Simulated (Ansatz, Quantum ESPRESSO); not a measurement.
# AlN (F-43m): from Born charge to LO-TO splitting

How high does the longitudinal optical mode of AlN (F-43m) lie, given the transverse one, the Born charge and ε∞?

Method: DFT PBE, scalar-relativistic, plane waves, GBRV ultrasoft pseudopotentials, in Quantum ESPRESSO 7.5.

### Step 1. The relaxed structure

Symmetry: F-43m, No. 216, cubic system. Conventional cell: a = 4.406 Å, b = 4.406 Å, c = 4.406 Å, α = 90.00°, β = 90.00°, γ = 90.00°. Nearest to Al lie 4 N at 1.91 Å. Nearest to N lie 4 Al at 1.91 Å. Farther neighbours and most contacts between anions are not listed.

This is the cell after its relaxation at this level of theory, not the database cell from which that began.

### Step 2. What the response run gave

A linear-response run on the relaxed cell, with the response to an electric field; only its zone-centre results are used. Cutoff 45 Ry, k mesh 8×8×8.

The log of the run:

```text
[banners, grids, parts of the stress and lines that vanish by symmetry left out]
Program PHONON v.7.5
     Reading xml data from directory:

[...]
Exchange-correlation= PBE
                           (   1   4   3   4   0   0   0)
[...]
(   8 q-points):
[...]
kinetic-energy cut-off    =      45.0000  Ry
     charge density cut-off    =     270.0000  Ry
     convergence threshold     =      1.0E-18
[...]
Exchange-correlation= PBE
                           (   1   4   3   4   0   0   0)
[...]
q = (   0.0000000   0.0000000   0.0000000 )
     25 Sym.Ops. (with q -> -q+G )
     G cutoff =  474.0648  (  10849 G-vectors)     FFT grid: ( 32, 32, 32)
     G cutoff =  316.0432  (   5961 G-vectors)  smooth grid: ( 25, 25, 25)
     number of k points=    29
[...]
Mode symmetry, T_d (-43m)  point group:
[...]
Dielectric constant
[...]
End of electric fields calculation
          Dielectric constant in cartesian axis
          (       4.648125511      -0.000000000      -0.000000000 )
          (      -0.000000000       4.648125511      -0.000000000 )
          (      -0.000000000       0.000000000       4.648125511 )
          Effective charges (d Force / dE) in cartesian axis without acoustic sum rule applied (asr)
           atom    1  Al    Mean Z*:        2.55337
      Ex  (        2.55337        0.00000       -0.00000 )
      Ey  (       -0.00000        2.55337       -0.00000 )
      Ez  (        0.00000       -0.00000        2.55337 )
           atom    2  N     Mean Z*:       -2.55853
      Ex  (       -2.55853        0.00000        0.00000 )
      Ey  (       -0.00000       -2.55853        0.00000 )
      Ez  (        0.00000        0.00000       -2.55853 )
          Effective charges Sum: Mean:       -0.00516
[...]
Effective charges (d Force / dE) in cartesian axis with asr applied:
           atom    1  Al    Mean Z*:        2.55595
[...]
atom    2  N     Mean Z*:       -2.55595
[...]
Representation #   1 modes #   1   2   3
[...]
End of self-consistent calculation
     Convergence has been achieved
     Representation #   2 modes #   4   5   6
[...]
End of self-consistent calculation
     Convergence has been achieved
[...]
Dielectric constant in cartesian axis
          (       4.648125511      -0.000000000      -0.000000000 )
          (      -0.000000000       4.648125511      -0.000000000 )
          (      -0.000000000       0.000000000       4.648125511 )
          Effective charges (d Force / dE) in cartesian axis without acoustic sum rule applied (asr)
[...]
Mode symmetry, C_s (m)     point group:
[...]
q = (    0.750000000  -0.250000000   0.750000000 )
[...]
Mode symmetry, C_s (m)     point group:
     freq (   1-   1) =        289.8  [cm-1]   --> A''
     freq (   2-   2) =        354.8  [cm-1]   --> A'
     freq (   3-   3) =        495.3  [cm-1]   --> A'
     freq (   4-   4) =        633.9  [cm-1]   --> A''
     freq (   5-   5) =        656.6  [cm-1]   --> A'
     freq (   6-   6) =        720.0  [cm-1]   --> A'
[...]
Mode symmetry, C_s (m)     point group:
[...]
q = (    0.500000000   0.000000000   0.500000000 )
[...]
Mode symmetry, C_s (m)     point group:
     freq (   1-   1) =        238.1  [cm-1]   --> A''
     freq (   2-   2) =        352.3  [cm-1]   --> A'
     freq (   3-   3) =        445.6  [cm-1]   --> A'
     freq (   4-   4) =        624.7  [cm-1]   --> A''
     freq (   5-   5) =        662.2  [cm-1]   --> A'
     freq (   6-   6) =        744.4  [cm-1]   --> A'
[...]
Mode symmetry, D_2d (-42m) point group:
[...]
Representation #   3 modes #   3   4
[...]
Convergence has been achieved
     Representation #   4 modes #   5   6
[...]
Convergence has been achieved
[...]
q = (    0.000000000  -1.000000000   0.000000000 )
[...]
freq (    5) =      19.209918 [THz] =     640.773894 [cm-1]
     freq (    6) =      20.880299 [THz] =     696.491801 [cm-1]
[...]
Mode symmetry, D_2d (-42m) point group:
     freq (   1-   2) =        331.3  [cm-1]   --> E    X_5  W_3
     freq (   3-   3) =        573.9  [cm-1]   --> B_2  X_3  W_2
     freq (   4-   5) =        640.8  [cm-1]   --> E    X_5  W_3
     freq (   6-   6) =        696.5  [cm-1]   --> A_1  X_1  W_1
[...]
Mode symmetry, S_4 (-4)    point group:
[...]
Convergence has been achieved
[...]
Convergence has been achieved
[...]
Convergence has been achieved
[...]
Convergence has been achieved
     Representation #   5 mode #   5
[...]
End of self-consistent calculation
     Convergence has been achieved
     Representation #   6 mode #   6
[...]
End of self-consistent calculation
     Convergence has been achieved
[...]
q = (   -0.500000000  -1.000000000   0.000000000 )
[...]
freq (    1) =      10.856087 [THz] =     362.120068 [cm-1]
     freq (    2) =      12.229387 [THz] =     407.928425 [cm-1]
     freq (    3) =      14.871324 [THz] =     496.053983 [cm-1]
     freq (    4) =      19.158063 [THz] =     639.044199 [cm-1]
     freq (    5) =      19.357804 [THz] =     645.706849 [cm-1]
     freq (    6) =      20.968724 [THz] =     699.441335 [cm-1]
[...]
Mode symmetry, S_4 (-4)    point group:
     freq (   1-   1) =        362.1  [cm-1]   --> B    W_3
     freq (   2-   2) =        407.9  [cm-1]   --> E    W_4
     freq (   3-   3) =        496.1  [cm-1]   --> E*   W_2
     freq (   4-   4) =        639.0  [cm-1]   --> A    W_1
     freq (   5-   5) =        645.7  [cm-1]   --> E    W_4
     freq (   6-   6) =        699.4  [cm-1]   --> B    W_3

   JOB DONE.
```

```csv
quantity,value
cell volume Ω (Å³),21.379
mass of Al (u),26.982
mass of N (u),14.007
"Born charge of Al, raw (e)",2.553
"Born charge of N, raw (e)",-2.558
ε∞,4.648
ω(TO) after the sum rule (cm⁻¹),636.3
```

### Step 3. The calculation

The charges must sum to zero over the cell; taking off their mean, -0.003 e, leaves Z* = 2.556 e on Al. In the polar mode Al moves against N, so the reduced mass is μ = 26.98 × 14.01 / 40.99 = 9.220 u.

A longitudinal wave builds up a field that adds to the restoring force: ω(LO)² = ω(TO)² + 4π Z*² / (μ Ω ε∞), in Hartree atomic units. With μ = 16808 electron masses and Ω = 144.27 bohr³ the second term is 7.2835e-06 Ha², or 350839 cm⁻² (1 Ha = 219474.6 cm⁻¹).

So ω(LO) = √(404878 + 350839) = 869.3 cm⁻¹, and by the Lyddane-Sachs-Teller relation ε₀ = ε∞ (ω(LO)/ω(TO))² = 8.68.

### Step 4. Check against the program

The analysis program adds the same non-analytic term to the full matrix, here for q along (1 0 0).

The log of the run:

```text
[banner, memory and clock lines left out]
Program DYNMAT v.7.5

     Reading Dynamical Matrix from file x.dyn1
     ...Force constants read
     ...epsilon and Z* read

     Polarizability (A^3 units)
     multiply by 0.451255 for Clausius-Mossotti correction
         6.206600   -0.000000   -0.000000
        -0.000000    6.206600    0.000000
        -0.000000   -0.000000    6.206600

     IR activities are in (D/A)^2/amu units

# mode   [cm-1]    [THz]      IR
    1     -0.00   -0.0000    0.0000
    2      0.00    0.0000    0.0000
    3      0.00    0.0000    0.0000
    4    636.30   19.0758   16.3465
    5    636.30   19.0758   16.3465
    6    869.32   26.0615   16.3465
```

ε₀ comes from the program's run without a direction of q.

```csv
quantity,by hand,program
ω(LO) (cm⁻¹),869.3,869.3
ε₀,8.68,8.68
```

### Step 5. Outcome

| Property | Result |
| --- | --- |
| TO mode | 636.3 cm⁻¹ |
| LO mode | 869.3 cm⁻¹ |
| static dielectric constant | 8.676 |

In words: The LO mode of AlN (F-43m) lies at 869 cm⁻¹, 233 cm⁻¹ above the TO mode; the formula meets the program within 0.1 cm⁻¹, as it must for a cubic crystal with one polar mode. ω(LO)² − ω(TO)² goes with Z*²/ε∞: an error of 5 % in ε∞ would move the LO mode by 9.7 cm⁻¹, and semilocal functionals tend to overestimate ε∞. These are harmonic values at zero temperature, at the volume of this functional, for the structure held cubic; stability elsewhere in the zone is no part of this calculation.

[Host names and launcher messages were left out of these logs when they were recorded.]

[Logs are printed without paths, hosts, clocks, repeated set-up lines and the standing remarks that a program may print on its own settings, such as how far it seeks lower states.]

[Hosts, paths, dates, database ids (printed as entryN), source tags and the programs' standing remarks are cut or masked in the printed files.]
